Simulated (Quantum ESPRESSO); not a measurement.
## FePt: energy over the lowest against total spin moment, fitted and tested on a withheld row

System: FePt, 1 Fe and 1 Pt in the cell, space group P4/mmm. Cell as run: a = 2.724, b = 2.724, c = 3.713 Å, angles 90.0, 90.0, 90.0°, 2 atoms. From the study “Fixed-spin-moment curve of FePt”.

Method: PBE; plane waves with GBRV 1.5 PBE potentials (Quantum ESPRESSO 7.5). Settings shared by all rows: cutoff 544.23 eV, 14×14×14 k-mesh, fermi-dirac occupations, smearing width 0.05 eV. The cell holds one seeded atom, so opposed orders, which may lie lower, cannot form in it.

Computed values, one withheld:

| total spin moment (μB a cell) | energy over the lowest (meV a cell) |
| --- | --- |
| 0 | 793.5 |
| 0.408 | 775.2 |
| 0.815 | 724.1 |
| 1.223 | 642.0 |
| 1.63 | 525.0 |
| 2.038 | 377.8 |
| 2.445 | 221.2 |
| 2.853 | 79.1 |
| 3.26 | 1.6 |
| 3.3207 | 0.0 |
| 3.668 | 48.8 |
| 4.075 | ? |
| 4.483 | 701.0 |

Q: What energy over the lowest should the row at total spin moment = 4.075 μB a cell hold? Fit a suitable law to the other rows.

**Law.** Time reversal makes the energy at fixed moment even in the moment, so it is expanded as a Landau series in M². In symbols, E = c0 + c2 M² + c4 M⁴ + c6 M⁶, with energy over the lowest in meV a cell.

**Fit.** Least squares on 12 rows gives c0 = 799.126, c2 = -112.797, c4 = 1.6522 and c6 = 0.18527.

| total spin moment (μB a cell) | computed | fit | computed − fit |
| --- | --- | --- | --- |
| 0 | 793.5 | 799.13 | -5.63 |
| 0.408 | 775.2 | 780.40 | -5.20 |
| 0.815 | 724.1 | 724.99 | -0.89 |
| 1.223 | 642.0 | 634.73 | 7.27 |
| 1.63 | 525.0 | 514.57 | 10.43 |
| 2.038 | 377.8 | 372.41 | 5.39 |
| 2.445 | 221.2 | 223.45 | -2.25 |
| 2.853 | 79.1 | 90.38 | -11.28 |
| 3.26 | 1.6 | 9.36 | -7.76 |
| 3.3207 | 0.0 | 4.63 | -4.63 |
| 3.668 | 48.8 | 31.82 | 16.98 |
| 4.483 | 701.0 | 703.43 | -2.43 |

The fit has a minimum at M = 3.4 μB a cell. Its quadratic term is negative, which makes M = 0 a maximum of the fitted curve.

**Prediction.** At total spin moment = 4.075 μB a cell the law predicts 229.99 meV a cell. The computed value is 271.0 meV a cell, 41.01 above the prediction (17.8 % of it). The row lies between fitted rows, so this is an interpolation. The miss is 5.2 times the rms residual of the fit, 7.95.

So the prediction fails: the law follows the fitted rows but not this one.

[Hosts, paths, dates, database ids (printed as entryN), source tags and the programs' standing remarks are cut or masked in the printed files.]

[Where a cell is said to come from a database of computed structures, the database is the Materials Project.]
